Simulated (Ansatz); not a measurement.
# C2H4 on Pt(111), ontop start, 2x2 cell: work function, bands and core levels

What would XPS and UPS show for C2H4 on Pt(111), ontop start, 2x2 cell? Spin–orbit coupling is left out of the bands throughout.

Main program and level: Ansatz 0.2.0; DFT, PBE, plane-wave PAW, scalar-relativistic; PAW set soft_1.

**1. Set-up**

The cell holds 4 atoms: 4 Pt. Cell: a = 2.807 Å, b = 2.807 Å, c = 21.876 Å, α = 90.0°, β = 90.0°, γ = 60.0°. It derives from Pt. Vacuum lies along c.

**2. The clean face**

The clean face is the reference for what the added atoms change.

File input.yaml:

```yaml
crystal:
  lattice:
    - [2.8072139213, 0.0, 0.0]
    - [1.4036069607, 2.4311185697, 0.0]
    - [0.0, 0.0, 21.876241706]
  atoms:
    - { symbol: Pt, position: [0.0, 0.0, 0.657162318] }
    - { symbol: Pt, position: [0.666666667, 0.666666667, 0.552387439] }
    - { symbol: Pt, position: [0.333333333, 0.333333333, 0.447612561] }
    - { symbol: Pt, position: [0.0, 0.0, 0.342837682] }
kpoints:
  mp_grid: { grid: [18, 18, 1] }
scf:
  occupations: { method: fermi_dirac, width: 0.05 }
  n_extra_bands: 12
hamiltonian:
  xc: pbe
  pseudopotentials: { kind: paw, azcp: { folder: soft_1 } }
output:
  forces: true
  write_potential: true
  volumetric_format: []
  dos:
    projected: true
    de: 0.05
    e_range: [-30, 12]
    method: { smearing: { sigma: 0.1, scheme: gaussian } }
efield:
  axis: 3
  dipole_correction: true
relax:
  f_tol: 0.03
  max_steps: 50
  constraints: [{ sites: [2, 3] }]
```

Command:

```
$ ansatz run input.yaml --threads 8 --pin off --max-ram 40960MiB --backend cuda --events-out ev --progress --plain --runs-dir out
```

Numbers of over 12 decimals in the logs are rounded to 6 here.

The log of the run:

```text
The last accepted step is kept in <dir> (removed where the run ends without a failure and the disk answers)
scf.n_extra_bands = 12 over 36 filled bands (N_el = 72.0): the run solves 48 bands
Engine: ansatz 0.2.0, aarch64-unknown-linux-gnu
Pseudopotentials: kind: paw
Pseudopotential: Pt, paw, valence charge 18, recommended cutoff 420 eV (normal), soft_1/Pt.paw.azcp
Functional definition: PBE
  parameter kappa = 0.804
  parameter beta = 0.066725
  exchange = pbe_x(kappa = kappa, mu = beta*pi^2/3)
  correlation = pbe_c(beta = beta)
[...]
Crystal: 4 atoms, lattice volume = 149.298 Å³
Basis set: ecut = 420 eV, 2941 PW (Γ), exchange–correlation on 40×40×300 points (8 copies of the dense FFT grid, shifted against one another)
Bands: 48, of which v1, the nominal top of the filled ones, is band 36 counted from 1 (35 counted from 0)
Symmetry: 6 space group operations
k-points: 37 of 324 (time reversal used)
Non-local potential: Pt, projectors of the file, l = 0: 3, l = 1: 2, l = 2: 2, l = 3: 1
PAW form: soft (Blöchl's): semilocal exchange-correlation on the pseudo side does not see the compensation charge
PAW one-centre angular grid: Pt, 590 points (default); XC on 64 Gauss nodes
Initial density: superposition of atomic densities (neutral atoms: chi_scale 0, normalization atom)
Initial wavefunctions: pseudopotential atomic-orbital guess
[...]
Functional: x = pbe(κ = 0.804, μ = 0.219515), c = pbe(β = 0.066725)
SCF iter   1: F=—  HF=-50098.976165 eV  |F-HF|=—  |Δ(HF+E_count)|=         —  Δρ=5.70e-2  dr2=5.82e0  ethr=3.10e-3  p=0.000 e·Å  D=2.16e-13 V/Å  ΔV_dip=-0.00 eV  dr2_dipole=2.39e-10  V_vac-E_F(+/−)=4.70/4.70 eV  ⟨swp⟩=7.8  Hψ=7826  notcnv=0  defer=30
efield: sawtooth ramp at fractional position 0.9500 (placed from the atoms, in the widest stretch of the axis that holds none; the zero of the levels goes with the place), width 0.1000; the density the first Hamiltonian is built on has a dipole p = 0.000 e·Å; the dipole correction subtracts the counter field D = 2.16e-13 V/Å, which shifts the + side's vacuum level by -0.00 eV against the − side's; the planar-averaged density in the ramp window peaks in size at 5.4e-6 e/Å³
preconditioner: auto → LDOS  [metal: Δε(μ)=0.009 eV  Ē_g=9.234 eV  σ=0.050 eV  W_gap=0.04  n_scr=16 (ndim 8)  ℏωp=19.2 eV  f_vac=0.528  D(μ)=8.32/eV (n_scr^D=100)  β→1.0]
SCF iter   2: F=—  HF=-50098.667359 eV  |F-HF|=—  |Δ(HF+E_count)|=   3.09e-1  Δρ=4.67e-2  dr2=3.84e0  ethr=3.10e-3  p=0.000 e·Å  D=3.07e-5 V/Å  ΔV_dip=-0.00 eV  dr2_dipole=1.22e-7  V_vac-E_F(+/−)=5.85/5.85 eV  ⟨swp⟩=2.9  Hψ=4386  notcnv=0  defer=115
[...]
SCF iter   8: F=-50097.602252 eV  HF=-50097.602263 eV  |F-HF|=1.13e-5  |Δ(HF+E_count)|=   8.27e-5  Δρ=9.42e-5  dr2=1.44e-5  ethr=3.12e-8  p=-0.000 e·Å  D=-8.64e-8 V/Å  ΔV_dip=0.00 eV  dr2_dipole=4.56e-12  V_vac-E_F(+/−)=5.68/5.68 eV  ⟨swp⟩=20.0  Hψ=19647  notcnv=0
SCF 1 converged in 8 iterations: F = -50097.602252 eV  dr2 = 1.44e-5
  greatest PAW one-centre occupation: 1.000 electrons in one spin orbital (limit 2), on the Pt atom at site 2 (counted from 0), in its partial waves of l = 0
relax step   1: F+E_penalty+E_count = -50097.60225176 eV  Δ(F+E_penalty+E_count) = +0.000e0 eV  max|allowed force component| = 2.170e-1 eV/Å  Δτ_max = 0.0000 Å  (8 SCF iters, dr2 threshold 2.25e-5 eV, accepted)
[...]
iter 1 solved again at ethr=2.32e-5 eV; its pass at ethr=3.10e-3 eV (dr2=1.67e-2 eV) is discarded
SCF iter   1: F=—  HF=-50097.601079 eV  |F-HF|=—  |Δ(HF+E_count)|=         —  Δρ=2.61e-3  dr2=1.75e-2  ethr=2.32e-5  p=-0.000 e·Å  D=-8.12e-8 V/Å  ΔV_dip=0.00 eV  dr2_dipole=5.90e-3  V_vac-E_F(+/−)=5.67/5.67 eV  ⟨swp⟩=2.0  Hψ=5546  notcnv=0  defer=128
efield: sawtooth ramp at fractional position 0.9500 (handed on by an earlier solve), width 0.1000; the density the first Hamiltonian is built on has a dipole p = -0.000 e·Å; the dipole correction subtracts the counter field D = -8.12e-8 V/Å, which shifts the + side's vacuum level by +0.00 eV against the − side's; the planar-averaged density in the ramp window peaks in size at 1.2e-5 e/Å³
[...]
SCF 2 converged in 7 iterations: F = -50097.600728 eV  dr2 = 2.28e-6
relax step   2: F+E_penalty+E_count = -50097.60072794 eV  Δ(F+E_penalty+E_count) = +1.524e-3 eV  max|allowed force component| = 2.950e-1 eV/Å  Δτ_max = 0.0477 Å  (7 SCF iters, dr2 threshold 2.94e-6 eV, rejected (line search))
[...]
SCF 3 converged in 9 iterations: F = -50097.604268 eV  dr2 = 6.95e-9
relax step   3: F+E_penalty+E_count = -50097.60426763 eV  Δ(F+E_penalty+E_count) = -2.016e-3 eV  max|allowed force component| = 5.769e-3 eV/Å  Δτ_max = 0.0227 Å  (9 SCF iters, accepted)
[...]
SCF converged after 9 iterations
Free energy (F): -50097.604268 eV
Harris-Foulkes:  -50097.604268 eV  (|F-HF|=3.78e-9)
Internal energy: -50097.535110 eV  (E = F + TS)
E sigma→0 (E₀):  -50097.569689 eV
Entropy (-TS):   -0.069158 eV (-17.290 meV/atom)
Fermi energy:    6.006583 eV
Dipole field:    D = -0.000223 V/Å  (p = -0.000184 e·Å, saw-weighted, corrected)
Work function:   Φ+ = 5.6769 eV   Φ− = 5.6720 eV
Levels:          The Fermi level and band energies are counted from a zero that moves with the ramp; work functions are not
--- Per-component energies (eV) ---
  E_band       = -1733.560344
  E_kinetic    = 2381.356210
  E_local      = -93373.323712  (includes V_loc(G=0)·N_el)
  E_nonlocal   = 815.170665
  E_hartree    = 45396.390638
  E_xc         = -925.484422
  E_vxc        = -1080.184093  (∫ρ·V_xc dr)
  E_paw        = -37934.895188  (= ΣΔE_a)
  E_vpaw       = -1269.353620  (= ΣTr[D̂ρ^β])
  E_aug_tail   = 0.004649  (compensation charges beyond the density's cutoff)
  E_efield     = 0.000000  (sawtooth field / dipole correction)
  E_vefield    = -0.000126  (∫n·V_field dr)
  E_ewald      = 33543.246049
  E_smearing   = -0.069158  (= −TS)
  E_closure    = 0.000000  (closes the sum)
  Σ components = -50097.604268   (vs F -50097.604268, Δ=0.00e0)
--- Forces (eV/Å), atoms counted from 1 ---
  atom   1  Pt    -0.00000000     0.00000000     0.00176983
  atom   2  Pt    -0.00000000     0.00000000     0.00576883
  atom   3  Pt    -0.00000000    -0.00000000     0.07411534
  atom   4  Pt     0.00000000    -0.00000000    -0.08166702
  max |Σ_I F_I| component: 1.30e-5 eV/Å
--- Band table (eV; the first three rows and the last of 37) ---
  k-point 0: bands = [... 32 lower, 4.4933, 4.8303, 4.8303, 5.5236, 5.5236, 5.6654, 5.9921, 5.9921, ... 8 higher]
  k-point 1: bands = [... 32 lower, 4.4343, 4.8454, 4.8658, 5.0889, 5.5216, 5.5620, 5.9977, 6.2167, ... 8 higher]
  k-point 2: bands = [... 32 lower, 4.3243, 4.5317, 4.8297, 4.8552, 5.4553, 5.5159, 6.0126, 6.8548, ... 8 higher]
  k-point 36: bands = [... 32 lower, 5.3689, 5.7274, 5.7498, 5.7519, 10.7188, 10.7906, 10.7913, 11.5021, ... 8 higher]
--- Relaxed structure (3 steps of the walk, 2 accepted, 0 SCFs on fresh bases) ---
  F+E_penalty+E_count = -50097.60426763 eV   max|allowed force component| = 5.769e-3 eV/Å
  atoms:
    - { symbol: Pt, position: [2.315381279280653e-19, -1.157690639619711e-19, 0.656761] }
    - { symbol: Pt, position: [0.666667, 0.666667, 0.551352] }
    - { symbol: Pt, position: [0.333333, 0.333333, 0.447613] }
    - { symbol: Pt, position: [0.0, 0.0, 0.342838] }
```

Elapsed: 2.6 s, on 1 × NVIDIA GB200 with 8 threads of Arm Neoverse V2, shared host; peak memory 1.2 GiB; 8.2 s of CPU time.

The steps of the relaxation:

```
step  energy less that of the first step (eV)  largest force component (eV/Å)
   1                                   0.0000                          0.2170
   2                                   0.0015                          0.2950
   3                                  -0.0020                          0.0058
```

Relaxation step 2 was tried and not accepted.

The run keeps the 6 symmetry operations that it works with, so distortions that break them were not tested.

The atoms that moved most (Å):

```
atom     dx     dy      dz  length
 Pt2  0.000  0.000  -0.023   0.023
 Pt1  0.000  0.000  -0.009   0.009
```

Numbers from this step:

```yaml
free_energy: -50097.6043 eV
energy_at_zero_smearing: -50097.5697 eV
smearing_term_ts: 0.06916 eV
fermi_energy: 6.007 eV
symmetry_operations: 6
zero_of_energy: Fermi level
share_of_occupied_states_in_no_projected_shell: 0.0134 of the occupied states in the window
dos_at_the_fermi_level: 8.657 states/eV/cell
work_function_upper_face: 5.677 eV
work_function_lower_face: 5.672 eV
```

The DOS has structure finer than the step of the table below, so its rows give means over 0.5 eV, whole bins alone (the curve runs from -11.0 to 10.2 eV). Peaks (eV: height): total -2.77: 9.68, -2.08: 8.64, -1.07: 8.10, 0.03: 8.53; Pt 5d -2.77: 8.94, -2.08: 8.23, -1.07: 7.68, 0.03: 8.17; Pt 6s -6.38: 1.31, 2.33: 1.07, 3.62: 1.14, 5.72: 1.17; Pt 6p* 7.92: 2.61, 8.53: 2.76, 9.43: 2.70, 9.93: 3.84.

* holds the states left over by the projection beside any projected weight of its own. DOS against E, zero at the Fermi level; means over each step; values in states/eV/cell:

```
E (eV)   total    Pt 5d   Pt 6s   Pt 6p*
 -10.0       0        0       0        0
  -9.5  0.0305   1.3e-4  0.0301   2.2e-4
  -9.0   0.207  0.00141   0.203  0.00190
  -8.5   0.227  0.00440   0.220  0.00294
  -8.0   0.368   0.0215   0.341  0.00591
  -7.5   0.582   0.0610   0.510   0.0106
  -7.0   0.850    0.204   0.631   0.0151
  -6.5    2.45     1.44   0.990   0.0263
  -6.0    3.66     2.76   0.872   0.0351
  -5.5    5.71     4.87   0.787   0.0527
  -5.0    3.97     3.55   0.369   0.0520
  -4.5    5.32     5.07   0.165   0.0864
  -4.0    4.90     4.64   0.192   0.0751
  -3.5    7.41     6.94   0.344    0.129
  -3.0    8.77     8.30   0.326    0.152
  -2.5    5.73     5.20   0.411    0.128
  -2.0    6.65     6.26   0.263    0.133
  -1.5    5.63     5.29   0.234    0.100
  -1.0    7.10     6.65   0.321    0.130
  -0.5    6.42     6.08   0.247   0.0945
   0.0    7.48     7.12   0.292   0.0672
   0.5    2.31     1.90   0.332   0.0838
   1.0    1.32    0.704   0.465    0.154
   1.5    1.22    0.490   0.493    0.239
   2.0    1.22    0.395   0.481    0.347
   2.5    1.36    0.382   0.581    0.399
   3.0    1.19    0.255   0.490    0.449
   3.5    1.45    0.246   0.638    0.568
   4.0   0.920    0.117   0.303    0.500
   4.5    1.07   0.0966   0.344    0.634
   5.0   0.911   0.0830   0.389    0.439
   5.5    1.56   0.0840   0.562    0.915
   6.0    2.27    0.128   0.934     1.21
   6.5    2.34   0.0803   0.473     1.78
   7.0    1.98   0.0510   0.320     1.61
   7.5    2.13   0.0398   0.228     1.86
   8.0    2.60   0.0445   0.265     2.29
   8.5    2.56   0.0324   0.153     2.38
   9.0    2.00   0.0224   0.110     1.87
   9.5    2.39   0.0232   0.113     2.25
```

Maxima picked by a test of local sharpness, so broad peaks and shoulders can be missing; peaks within 0.45 eV of a curve's cut are left out. Valence peaks, by row:

```
photon energy (eV)  binding energy (eV)  height (% of the maximum within 13 eV)  main shell  its share (%)
              21.2                 5.45                                   55.57       Pt 5d          99.48
              21.2                 4.35                                   62.88       Pt 5d          99.71
              21.2                 2.95                                     100       Pt 5d          99.68
              21.2                    2                                   81.76       Pt 5d          99.66
              21.2                  1.1                                   86.97       Pt 5d          99.68
              21.2                  0.3                                   86.97       Pt 5d          99.78
               150                 5.45                                   56.28       Pt 5d          96.11
               150                 4.35                                   62.43       Pt 5d          98.93
               150                 2.95                                     100       Pt 5d          98.88
               150                    2                                   81.98       Pt 5d          98.88
               150                  1.1                                   87.49       Pt 5d          98.86
               150                  0.3                                   86.48       Pt 5d          99.16
              1487                 5.45                                   56.81       Pt 5d          97.68
              1487                 4.35                                    63.1       Pt 5d          99.33
              1487                 2.95                                     100       Pt 5d          99.29
              1487                    2                                   81.57       Pt 5d          99.29
              1487                  1.1                                   86.66       Pt 5d          99.28
              1487                  0.3                                   87.04       Pt 5d          99.48
              5415                 5.45                                   58.06       Pt 5d          94.92
              5415                 4.35                                   63.11       Pt 5d           98.5
              5415                 2.95                                     100       Pt 5d          98.41
              5415                    2                                   81.51       Pt 5d          98.41
              5415                  1.1                                   86.57       Pt 5d          98.39
              5415                  0.3                                   86.85       Pt 5d          98.83
```

The planar mean, electrostatic potential oscillates, so the rows of the table below give means over windows of 1 Å about each position, cut where the curve ends. Its maxima inside the range that stand out by 2 % of the span (Å: eV): 8.6: 0.136, 10.9: -0.252, 13.3: 0.231. Its minima: 7.4: -22.4, 9.8: -22.8, 12.1: -22.7, 14.3: -22.3.

From the Fermi level. The planar mean, electrostatic potential by z; means over each step:

```
z (Å)  planar mean, electrostatic potential (eV)
    0                                       5.67
    1                                       5.67
    2                                       5.67
    3                                       5.67
    4                                       5.67
    5                                       5.58
    6                                       4.13
    7                                      -12.3
    8                                      -12.7
    9                                      -6.83
   10                                      -18.3
   11                                      -3.69
   12                                      -19.4
   13                                      -4.42
   14                                      -15.4
   15                                      -9.17
   16                                       4.64
   17                                       5.62
   18                                       5.67
   19                                       5.68
   20                                       5.68
   21                                       5.68
```

The spectra weight each projected shell by its atomic cross section (Dirac–Hartree–Slater) and angular factor, for linear light with the analyser at 30° from the polarisation. Broadening, on top of any smearing of the DOS itself: a Gaussian of 0.3 eV and a Lorentzian of 0.1 eV plus 0.03 times the binding energy (full widths), Fermi edge at 20 K. Each atom is damped by exp[−depth/(λ cos θ)], θ = 0° from the normal, λ from the universal curve. Curves are cut 10 eV under the photon energy, above any shell that the free atom's threshold puts out of reach, or at the lower edge of the window: 11 eV at 21.2 eV, 11 eV at 150 eV, 11 eV at 1486.7 eV and 11 eV at 5414.7 eV. Dipole terms alone, which is rough above 3 keV; no background, satellites or final-state effects.

How the area divides among the shells (%):

```
shell  21.2 eV  150 eV  1486.7 eV  5414.7 eV
Pt 6s      0.2     2.5        1.5        3.3
Pt 5d     99.6    97.5       98.4       96.5
```

At the Fermi level the DOS is 8.66 states/eV a cell, and on the broadened curves Pt 5d holds 96 % of the total there.

[end of part 1 of 4]

[Logs are printed without paths, hosts, clocks, repeated set-up lines and the standing remarks that a program may print on its own settings, such as how far it seeks lower states.]

[Hosts, paths, dates, database ids (printed as entryN), source tags and the programs' standing remarks are cut or masked in the printed files.]

[Maps of the electrostatic potential energy from Ansatz leave out the sawtooth potential of an applied field or a dipole correction, so their vacuum need not be flat; work functions include it.]
